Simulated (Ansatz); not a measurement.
# Cu wire along [111], 19 atoms a period: bands along the axis

Wanted: the relaxed geometry and the bands of the Cu wire along [111], 19 atoms a period.

Main program and level: Ansatz 0.2.0; DFT PBE, plane waves, PAW; relaxation of a wire's period; PAW set soft_1, in the first sound run; inputs show where later runs differ.

**1. Set-up**

The cell holds 19 atoms: 19 Cu. Cell: a = 11.934 Å, b = 12.728 Å, c = 6.287 Å, α = 90.0°, β = 90.0°, γ = 90.0°. Vacuum lies along a and b. The structure's axis is c.

**2. The relaxed wire**

Band widths follow the bond lengths, so the wire is relaxed first. The atoms and the third cell vector are free; the box across stays fixed as vacuum. A Fermi-Dirac smearing is set since the result may be a metal. The pressure printed is a third of the stress's trace over the whole box, vacuum included; only the stress along the axis is relaxed.

The input, input.yaml:

```yaml
crystal:
  lattice:
    - [11.934, 0.0, 0.0]
    - [0.0, 12.728, 0.0]
    - [0.0, 0.0, 6.2873444315]
  atoms:
    - { symbol: Cu, position: [0.284900285, 0.499990775, 0.0] }
    - { symbol: Cu, position: [0.392441663, 0.674638162, 0.0] }
    - { symbol: Cu, position: [0.499983041, 0.499990775, 0.0] }
    - { symbol: Cu, position: [0.60752442, 0.674638162, 0.0] }
    - { symbol: Cu, position: [0.284900285, 0.616422367, 0.333333333] }
    - { symbol: Cu, position: [0.392441663, 0.44177498, 0.333333333] }
    - { symbol: Cu, position: [0.499983041, 0.616422367, 0.333333333] }
    - { symbol: Cu, position: [0.499983041, 0.267127593, 0.333333333] }
    - { symbol: Cu, position: [0.60752442, 0.44177498, 0.333333333] }
    - { symbol: Cu, position: [0.715065798, 0.616422367, 0.333333333] }
    - { symbol: Cu, position: [0.284900285, 0.383559184, 0.666666667] }
    - { symbol: Cu, position: [0.392441663, 0.558206571, 0.666666667] }
    - { symbol: Cu, position: [0.499983041, 0.383559184, 0.666666667] }
    - { symbol: Cu, position: [0.499983041, 0.732853958, 0.666666667] }
    - { symbol: Cu, position: [0.60752442, 0.558206571, 0.666666667] }
    - { symbol: Cu, position: [0.715065798, 0.383559184, 0.666666667] }
    - { symbol: Cu, position: [0.392441663, 0.325343388, 0.0] }
    - { symbol: Cu, position: [0.60752442, 0.325343388, 0.0] }
    - { symbol: Cu, position: [0.715065798, 0.499990775, 0.0] }
kpoints:
  mp_grid: { grid: [1, 1, 13] }
scf:
  occupations: { method: fermi_dirac, width: 0.05 }
hamiltonian:
  xc: pbe
  pseudopotentials: { kind: paw, azcp: { folder: soft_1 } }
relax:
  cell: { fix: [a, b, alpha, beta, gamma] }
  max_steps: 45
  f_tol: 0.03
```

On the command line:

```bash
$ ansatz run input.yaml --threads 4 --pin off --max-ram 16384MiB --backend cpu --events-out ev --progress --plain --runs-dir out
```

Numbers of over 12 decimals in the logs are rounded to 6 here.

The log of the run:

```text
Engine: ansatz 0.2.0, aarch64-unknown-linux-gnu
Pseudopotentials: kind: paw
Pseudopotential: Cu, paw, valence charge 19, recommended cutoff 420 eV (normal), soft_1/Cu.paw.azcp
Functional definition: PBE
  parameter kappa = 0.804
  parameter beta = 0.066725
  exchange = pbe_x(kappa = kappa, mu = beta*pi^2/3)
  correlation = pbe_c(beta = beta)
Crystal: 19 atoms, lattice volume = 955.022 Å³
Basis set: ecut = 420 eV, 18629 PW (Γ), exchange–correlation on 160×180×90 points (8 copies of the dense FFT grid, shifted against one another)
Bands: 217, of which v1, the nominal top of the filled ones, is band 181 counted from 1 (180 counted from 0)
Symmetry: 4 space group operations
Space group: P2/m (ITA 10), of the structure as read, at distance tolerance 9.8e-5 Å
k-points: 7 of 13
Non-local potential: Cu, projectors of the file, l = 0: 3, l = 1: 2, l = 2: 3, l = 3: 1
PAW form: soft (Blöchl's): semilocal exchange-correlation on the pseudo side does not see the compensation charge
PAW one-centre angular grid: Cu, 590 points (default); XC on 64 Gauss nodes
Initial density: superposition of atomic densities (neutral atoms: chi_scale 0, normalization atom)
Initial wavefunctions: pseudopotential atomic-orbital guess
Functional: x = pbe(κ = 0.804, μ = 0.219515), c = pbe(β = 0.066725)
SCF iter   1: F=—  HF=-125875.418021 eV  |F-HF|=—  |Δ(HF+E_count)|=         —  Δρ=9.99e-2  dr2=6.20e1  ethr=3.10e-3  ⟨swp⟩=7.3  Hψ=6432  notcnv=0  defer=59
preconditioner: auto → LDOS  [metal: Δε(μ)=0.044 eV  Ē_g=5.865 eV  σ=0.050 eV  W_gap=0.22  n_scr=208 (ndim 8)  ℏωp=17.4 eV  f_vac=0.652  D(μ)=8.62/eV (n_scr^D=38)  β→1.0]
SCF iter   2: F=—  HF=-125935.381111 eV  |F-HF|=—  |Δ(HF+E_count)|=    6.00e1  Δρ=2.00e-1  dr2=2.17e2  ethr=3.10e-3  ⟨swp⟩=4.0  Hψ=4511  notcnv=0  defer=158  recentre
SCF iter   3: F=—  HF=-125864.941785 eV  |F-HF|=—  |Δ(HF+E_count)|=    7.04e1  Δρ=3.11e-2  dr2=6.02e0  ethr=3.10e-3  ⟨swp⟩=4.0  Hψ=3972  notcnv=0  defer=175
SCF iter   4: F=—  HF=-125863.994479 eV  |F-HF|=—  |Δ(HF+E_count)|=   9.47e-1  Δρ=1.01e-2  dr2=6.06e-1  ethr=1.67e-3  ⟨swp⟩=2.3  Hψ=2673  notcnv=0  defer=167
SCF iter   5: F=—  HF=-125863.901692 eV  |F-HF|=—  |Δ(HF+E_count)|=   9.28e-2  Δρ=2.51e-3  dr2=3.22e-2  ethr=1.68e-4  ⟨swp⟩=2.0  Hψ=2527  notcnv=0  defer=170
SCF iter   6: F=—  HF=-125863.925662 eV  |F-HF|=—  |Δ(HF+E_count)|=   2.40e-2  Δρ=1.46e-3  dr2=1.58e-2  ethr=8.91e-6  ⟨swp⟩=2.0  Hψ=2656  notcnv=0  defer=170
SCF iter   7: F=—  HF=-125863.933264 eV  |F-HF|=—  |Δ(HF+E_count)|=   7.60e-3  Δρ=6.74e-4  dr2=2.99e-3  ethr=4.37e-6  ⟨swp⟩=2.0  Hψ=2688  notcnv=0  defer=170
SCF iter   8: F=—  HF=-125863.933656 eV  |F-HF|=—  |Δ(HF+E_count)|=   3.92e-4  Δρ=1.73e-4  dr2=2.35e-4  ethr=8.28e-7  ⟨swp⟩=2.0  Hψ=2644  notcnv=0  defer=170
SCF iter   9: F=—  HF=-125863.933746 eV  |F-HF|=—  |Δ(HF+E_count)|=   9.05e-5  Δρ=1.28e-4  dr2=1.07e-4  ethr=6.52e-8  ⟨swp⟩=2.0  Hψ=2083  notcnv=0  defer=170
SCF iter  10: F=—  HF=-125863.933757 eV  |F-HF|=—  |Δ(HF+E_count)|=   1.09e-5  Δρ=4.53e-5  dr2=1.46e-5  ethr=2.97e-8  ⟨swp⟩=2.0  Hψ=2040  notcnv=0  defer=170
SCF iter  11: F=—  HF=-125863.933747 eV  |F-HF|=—  |Δ(HF+E_count)|=   9.92e-6  Δρ=1.67e-5  dr2=1.81e-6  ethr=4.03e-9  ⟨swp⟩=2.0  Hψ=2130  notcnv=0  defer=170
SCF iter  12: F=—  HF=-125863.933748 eV  |F-HF|=—  |Δ(HF+E_count)|=   1.52e-6  Δρ=9.84e-6  dr2=5.59e-7  ethr=5.00e-10  ⟨swp⟩=2.0  Hψ=2081  notcnv=0  defer=170
SCF iter  13: F=—  HF=-125863.933749 eV  |F-HF|=—  |Δ(HF+E_count)|=   1.03e-7  Δρ=8.27e-6  dr2=3.99e-7  ethr=1.55e-10  ⟨swp⟩=2.0  Hψ=2614  notcnv=0  defer=170
SCF iter  14: F=-125863.933749 eV  HF=-125863.933749 eV  |F-HF|=2.44e-8  |Δ(HF+E_count)|=   3.62e-8  Δρ=2.59e-6  dr2=4.12e-8  ethr=2.77e-11  ⟨swp⟩=3.0  Hψ=5590  notcnv=0
SCF 1 converged in 14 iterations: F = -125863.933749 eV  dr2 = 4.12e-8
  greatest PAW one-centre occupation: 1.000 electrons in one spin orbital (limit 2), on the Cu atom at site 15 (counted from 0), in its partial waves of l = 0
relax step   1: F+E_penalty+E_count = -125863.93374852 eV  Δ(F+E_penalty+E_count) = +0.000e0 eV  max|allowed force component| = 8.495e-1 eV/Å  Δτ_max = 0.0000 Å  P = -2.067 GPa  Ω = 955.022 Å³  fix = [a, b, alpha, beta, gamma]  reactions: a -1.713, b -1.683 GPa; alpha +0.000 GPa/rad  (14 SCF iters, dr2 threshold 1.00e-7 eV, accepted)
Crystal: 19 atoms, lattice volume = 937.536 Å³
Basis set: ecut = 420 eV, 18357 PW (Γ), exchange–correlation on 160×180×90 points (8 copies of the dense FFT grid, shifted against one another)
Initial density: handed on by an earlier stage of this run
Initial wavefunctions: those handed on with the density
iter 1 solved again at ethr=9.45e-5 eV; its pass at ethr=3.10e-3 eV (dr2=3.41e-1 eV) is discarded
SCF iter   1: F=—  HF=-125864.606998 eV  |F-HF|=—  |Δ(HF+E_count)|=         —  Δρ=7.88e-3  dr2=3.52e-1  ethr=9.45e-5  ⟨swp⟩=3.6  Hψ=7264  notcnv=0
preconditioner: auto → LDOS  [metal: Δε(μ)=0.074 eV  Ē_g=6.545 eV  σ=0.050 eV  W_gap=0.35  n_scr=204 (ndim 8)  ℏωp=17.5 eV  f_vac=0.659  D(μ)=7.32/eV (n_scr^D=30)  β→1.0]
SCF iter   2: F=—  HF=-125864.883824 eV  |F-HF|=—  |Δ(HF+E_count)|=   2.77e-1  Δρ=1.77e-2  dr2=1.59e0  ethr=9.45e-5  ⟨swp⟩=3.3  Hψ=3136  notcnv=0  recentre
SCF iter   3: F=—  HF=-125864.551744 eV  |F-HF|=—  |Δ(HF+E_count)|=   3.32e-1  Δρ=3.19e-3  dr2=5.60e-2  ethr=9.45e-5  ⟨swp⟩=2.0  Hψ=2998  notcnv=0  defer=180
SCF iter   4: F=—  HF=-125864.540779 eV  |F-HF|=—  |Δ(HF+E_count)|=   1.10e-2  Δρ=1.06e-3  dr2=6.84e-3  ethr=1.55e-5  ⟨swp⟩=2.0  Hψ=2059  notcnv=0  defer=180
SCF iter   5: F=—  HF=-125864.539916 eV  |F-HF|=—  |Δ(HF+E_count)|=   8.62e-4  Δρ=2.40e-4  dr2=2.94e-4  ethr=1.89e-6  ⟨swp⟩=2.0  Hψ=2049  notcnv=0  defer=180
SCF iter   6: F=—  HF=-125864.540249 eV  |F-HF|=—  |Δ(HF+E_count)|=   3.33e-4  Δρ=1.63e-4  dr2=1.52e-4  ethr=8.14e-8  ⟨swp⟩=2.7  Hψ=2180  notcnv=0  defer=180
SCF iter   7: F=—  HF=-125864.540235 eV  |F-HF|=—  |Δ(HF+E_count)|=   1.42e-5  Δρ=3.87e-5  dr2=9.43e-6  ethr=4.21e-8  ⟨swp⟩=2.0  Hψ=2560  notcnv=0  defer=180
SCF iter   8: F=—  HF=-125864.540236 eV  |F-HF|=—  |Δ(HF+E_count)|=   3.91e-7  Δρ=1.61e-5  dr2=2.14e-6  ethr=5.26e-10  ⟨swp⟩=4.0  Hψ=4811  notcnv=0
SCF iter   9: F=-125864.540236 eV  HF=-125864.540236 eV  |F-HF|=3.73e-7  |Δ(HF+E_count)|=   2.90e-7  Δρ=8.85e-6  dr2=5.53e-7  ethr=5.26e-10  ⟨swp⟩=3.1  Hψ=4067  notcnv=0
SCF 2 converged in 9 iterations: F = -125864.540236 eV  dr2 = 5.53e-7
  greatest PAW one-centre occupation: 1.000 electrons in one spin orbital (limit 2), on the Cu atom at site 10 (counted from 0), in its partial waves of l = 0
[...]
relax step   4: F+E_penalty+E_count = -125864.72030692 eV  Δ(F+E_penalty+E_count) = +2.227e-2 eV  max|allowed force component| = 1.431e-1 eV/Å  Δτ_max = 0.0421 Å  P = -0.531 GPa  Ω = 930.826 Å³  energy of the carried Pulay correction = +5.266e-3 eV  fix = [a, b, alpha, beta, gamma]  (8 SCF iters, dr2 threshold 1.60e-6 eV, rejected (line search))
[...]
relax step   5: F+E_penalty+E_count = -125864.76214971 eV  Δ(F+E_penalty+E_count) = -1.957e-2 eV  max|allowed force component| = 3.470e-3 eV/Å  Δτ_max = 0.0214 Å  P = -0.032 GPa  Ω = 920.943 Å³  energy of the carried Pulay correction = +7.456e-3 eV  fix = [a, b, alpha, beta, gamma]  reactions: a -0.072, b -0.034 GPa; alpha +0.004 GPa/rad  (14 SCF iters, accepted)
Initial wavefunctions: pseudopotential atomic-orbital guess (no wavefunctions were taken with the density)
iter 1 solved again at ethr=3.27e-6 eV; its pass at ethr=3.10e-3 eV (dr2=1.18e-2 eV) is discarded
SCF iter   1: F=—  HF=-125864.753699 eV  |F-HF|=—  |Δ(HF+E_count)|=         —  Δρ=7.31e-5  dr2=1.18e-5  ethr=3.27e-6  ⟨swp⟩=4.7  Hψ=10328  notcnv=0
eigensolver tolerance schedule: the retry pair's looser diagonalisation over-reported the residual by 999.66 of it (diagonalisation noise at an unbounded share of the residual, at the tolerance the schedule requests for it); recorded, not acted on — ethr = c·dr2/N_el stays at c = 1.0e-1
preconditioner: auto → LDOS  [metal: Δε(μ)=0.025 eV  Ē_g=6.789 eV  σ=0.050 eV  W_gap=0.12  n_scr=196 (ndim 8)  ℏωp=17.7 eV  f_vac=0.664  D(μ)=7.67/eV (n_scr^D=30)  β→1.0]
SCF iter   2: F=—  HF=-125864.753741 eV  |F-HF|=—  |Δ(HF+E_count)|=   4.21e-5  Δρ=3.42e-4  dr2=6.29e-4  ethr=3.27e-9  ⟨swp⟩=3.0  Hψ=3557  notcnv=0
SCF iter   3: F=—  HF=-125864.753806 eV  |F-HF|=—  |Δ(HF+E_count)|=   6.49e-5  Δρ=4.36e-4  dr2=9.27e-4  ethr=3.27e-9  ⟨swp⟩=3.3  Hψ=3516  notcnv=0
SCF iter   4: F=—  HF=-125864.753603 eV  |F-HF|=—  |Δ(HF+E_count)|=   2.03e-4  Δρ=8.01e-5  dr2=3.08e-5  ethr=3.27e-9  ⟨swp⟩=3.0  Hψ=3432  notcnv=0
SCF iter   5: F=—  HF=-125864.753600 eV  |F-HF|=—  |Δ(HF+E_count)|=   3.26e-6  Δρ=1.88e-5  dr2=2.07e-6  ethr=3.27e-9  ⟨swp⟩=2.0  Hψ=2669  notcnv=0
SCF iter   6: F=—  HF=-125864.753599 eV  |F-HF|=—  |Δ(HF+E_count)|=   2.24e-7  Δρ=2.84e-6  dr2=1.27e-7  ethr=5.75e-10  ⟨swp⟩=2.0  Hψ=2188  notcnv=0
SCF iter   7: F=—  HF=-125864.753599 eV  |F-HF|=—  |Δ(HF+E_count)|=   2.19e-8  Δρ=1.92e-6  dr2=2.22e-8  ethr=3.53e-11  ⟨swp⟩=3.0  Hψ=2240  notcnv=0
SCF iter   8: F=—  HF=-125864.753599 eV  |F-HF|=—  |Δ(HF+E_count)|=   5.33e-9  Δρ=4.43e-7  dr2=1.41e-9  ethr=6.14e-12  ⟨swp⟩=2.0  Hψ=2244  notcnv=0
SCF iter   9: F=—  HF=-125864.753599 eV  |F-HF|=—  |Δ(HF+E_count)|=   2.33e-9  Δρ=3.65e-7  dr2=7.82e-10  ethr=1.00e-12  ⟨swp⟩=2.0  Hψ=2231  notcnv=0
SCF iter  10: F=—  HF=-125864.753599 eV  |F-HF|=—  |Δ(HF+E_count)|=  2.18e-10  Δρ=1.65e-7  dr2=1.94e-10  ethr=1.00e-12  ⟨swp⟩=3.0  Hψ=5515  notcnv=0
SCF iter  11: F=-125864.753599 eV  HF=-125864.753599 eV  |F-HF|=7.28e-11  |Δ(HF+E_count)|=  1.31e-10  Δρ=4.17e-8  dr2=1.80e-11  ethr=1.00e-12  ⟨swp⟩=4.0  Hψ=4313  notcnv=0
SCF 6 converged in 11 iterations: F = -125864.753599 eV  dr2 = 1.80e-11
relax step   6: F+E_penalty+E_count = -125864.75359940 eV  Δ(F+E_penalty+E_count) = +8.550e-3 eV  max|allowed force component| = 3.461e-3 eV/Å  Δτ_max = 0.0000 Å  P = -0.028 GPa  Ω = 920.943 Å³  fix = [a, b, alpha, beta, gamma]  reactions: a -0.069, b -0.031 GPa; alpha +0.004 GPa/rad  stress off target by 1.72e-2 GPa on what of the cell is left free  SCF on the basis re-selected at this cell (its energy is not comparable with the rows above)  (11 SCF iters)
basis re-selected at this cell: Δ(F+E_penalty+E_count) = +8.550e-3 eV, ΔP = +0.004 GPa vs the last step (what re-selecting the basis moved, of the pressure what is left beyond the Pulay correction that the steps carried, after the strain that the cell walked since its last selection, with what the two solves' SCF thresholds leave and, on support functions, any second-order correction that the steps lacked; it is no m [...]
SCF converged after 11 iterations
Free energy (F): -125864.753599 eV
Harris-Foulkes:  -125864.753599 eV  (|F-HF|=7.28e-11)
Internal energy: -125864.695959 eV  (E = F + TS)
E sigma→0 (E₀):  -125864.724779 eV
Entropy (-TS):   -0.057641 eV (-3.034 meV/atom)
Fermi energy:    0.712213 eV
--- Per-component energies (eV) ---
  E_band       = -12461.455246
  E_kinetic    = 4969.310545
  E_local      = -320819.613466  (includes V_loc(G=0)·N_el)
  E_nonlocal   = 17008.959280
  E_hartree    = 151142.114031
  E_xc         = -1283.711923
  E_vxc        = -1654.933671  (∫ρ·V_xc dr)
  E_paw        = -34571.375407  (= ΣΔE_a)
  E_vpaw       = -14249.424661  (= ΣTr[D̂ρ^β])
  E_aug_tail   = 0.018927  (compensation charges beyond the density's cutoff)
  E_ewald      = 57689.602054
  E_smearing   = -0.057641  (= −TS)
  E_closure    = -0.000000  (closes the sum)
  Σ components = -125864.753599   (vs F -125864.753599, Δ=0.00e0)
--- Forces (eV/Å), atoms counted from 1 ---
  atom   1  Cu    -0.00138108     0.00000000    -0.00000000
  atom   2  Cu    -0.00175007     0.00333358     0.00010146
  atom   3  Cu     0.00000000     0.00000000     0.00000000
  atom   4  Cu     0.00175007     0.00333358     0.00010146
  atom   5  Cu     0.00045093    -0.00078529    -0.00097650
  atom   6  Cu    -0.00346145     0.00017063     0.00328048
  atom   7  Cu    -0.00000000     0.00210707    -0.00211788
  atom   8  Cu    -0.00000000     0.00311737    -0.00156788
  atom   9  Cu     0.00346145     0.00017063     0.00328048
  atom  10  Cu    -0.00045093    -0.00078529    -0.00097650
  atom  11  Cu     0.00045093     0.00078529     0.00097650
  atom  12  Cu    -0.00346145    -0.00017063    -0.00328048
  atom  13  Cu     0.00000000    -0.00210707     0.00211788
  atom  14  Cu     0.00000000    -0.00311737     0.00156788
  atom  15  Cu     0.00346145    -0.00017063    -0.00328048
  atom  16  Cu    -0.00045093     0.00078529     0.00097650
  atom  17  Cu    -0.00175007    -0.00333358    -0.00010146
  atom  18  Cu     0.00175007    -0.00333358    -0.00010146
  atom  19  Cu     0.00138108    -0.00000000     0.00000000
  max |Σ_I F_I| component: 4.34e-19 eV/Å
--- Stress (GPa, compression-positive) ---
       -0.068838       0.000000       0.000000
        0.000000      -0.031275      -0.003717
        0.000000      -0.003717       0.017237
  P = ⅓ Tr σ = -0.0276 GPa (-0.276 kbar)
--- Relaxed structure (5 steps of the walk, 4 accepted, 1 SCFs on fresh bases) ---
  F+E_penalty+E_count = -125864.75359940 eV   max|allowed force component| = 3.461e-3 eV/Å   (the final SCF, on the basis selected at the relaxed cell)
  cell:  # Å, volume = 920.9426 Å³
    - [11.934, 0, 0]
    - [0, 12.728, 0]
    - [0, 0, 6.062983]
  atoms:
    - { symbol: Cu, position: [0.288968, 0.5, 0] }
    - { symbol: Cu, position: [0.394616, 0.671028, 0.000553366] }
    - { symbol: Cu, position: [0.499983, 0.5, 0] }
    - { symbol: Cu, position: [0.605350, 0.671028, 0.000553366] }
    - { symbol: Cu, position: [0.294449, 0.610873, 0.330477] }
    - { symbol: Cu, position: [0.389211, 0.439951, 0.334190] }
    - { symbol: Cu, position: [0.499983, 0.620042, 0.334993] }
    - { symbol: Cu, position: [0.499983, 0.277544, 0.329549] }
    - { symbol: Cu, position: [0.610755, 0.439951, 0.334190] }
    - { symbol: Cu, position: [0.705517, 0.610873, 0.330477] }
    - { symbol: Cu, position: [0.294449, 0.389127, 0.669523] }
    - { symbol: Cu, position: [0.389211, 0.560049, 0.665810] }
    - { symbol: Cu, position: [0.499983, 0.379958, 0.665007] }
    - { symbol: Cu, position: [0.499983, 0.722456, 0.670451] }
    - { symbol: Cu, position: [0.610755, 0.560049, 0.665810] }
    - { symbol: Cu, position: [0.705517, 0.389127, 0.669523] }
    - { symbol: Cu, position: [0.394616, 0.328972, -0.000553366] }
    - { symbol: Cu, position: [0.605350, 0.328972, -0.000553366] }
    - { symbol: Cu, position: [0.710998, 0.5, 0] }
```

Run time: 4.1 min. Hardware: 4 threads of Arm Neoverse V1, shared host; peak memory 3.9 GiB; 16 min of CPU time.

(Continued in part 2 of 2.)

[Logs are printed without paths, hosts, clocks, repeated set-up lines and the standing remarks that a program may print on its own settings, such as how far it seeks lower states.]

[Hosts, paths, dates, database ids (printed as entryN), source tags and the programs' standing remarks are cut or masked in the printed files.]
